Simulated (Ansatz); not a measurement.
Two G0W0 runs on MoS2 (P6_3/mmc).

The database entry behind the starting cell differs from later determinations by our own check (about 0.3 % long), so it need not match the best structure at ambient conditions.

```
Mo S
1.0
     3.16900    0.00000    0.00000
    -1.58450    2.74443    0.00000
     0.00000    0.00000   12.32400
Mo S
2 4
Direct
  0.33333 0.66667 0.25000
  0.66667 0.33333 0.75000
  0.33333 0.66667 0.62300
  0.66667 0.33333 0.12300
  0.33333 0.66667 0.87700
  0.66667 0.33333 0.37700
```

The cell and positions come from the Crystallography Open Database and are kept as given unless a step says otherwise.

The first (Ansatz 0.2.0; start PBE, 9×9×2 mesh, 1079 empty bands, screening to 270 eV, hard PAW files; 1 × NVIDIA H100 80GB HBM3 (shared by 3 runs) with 4 threads of AMD EPYC 7R13 (Zen 3), shared host) gave, on its mesh: starting gap 0.96 eV, G0W0 gap 1.35 eV, RPA ε∞ (mean) 11.79, 4.7 min.

The second gave: starting gap 0.96 eV, G0W0 gap 1.36 eV, RPA ε∞ (mean) 11.77, 13 min.

**Question.** What was changed in the input? Choose among start, files, mesh, bands and cutoff, frequency model or another key.

Changed: empty bands from 1079 to 1802 and screening cutoff (eV) from 270.0 to 380. The starting gap stayed, which rules out the functional and points to the GW step. Other changes could give like numbers; this is the one that was made.

Limits: not at the basis limit; no spin-orbit coupling.

[Paths, hosts, dates, memory and timing lines, banners, echoed tables and standing remarks are left out of the program output.]

[Logs are printed without paths, hosts, clocks, repeated set-up lines and the standing remarks that a program may print on its own settings, such as how far it seeks lower states.]

[Runs of the session that timed out or met a known fault of the program may be left out.]

[Cells called generated may have been cut or substituted from an entry of the Crystallography Open Database or the Materials Project.]

[Hosts, paths, dates, database ids (printed as entryN), source tags and the programs' standing remarks are cut or masked in the printed files.]
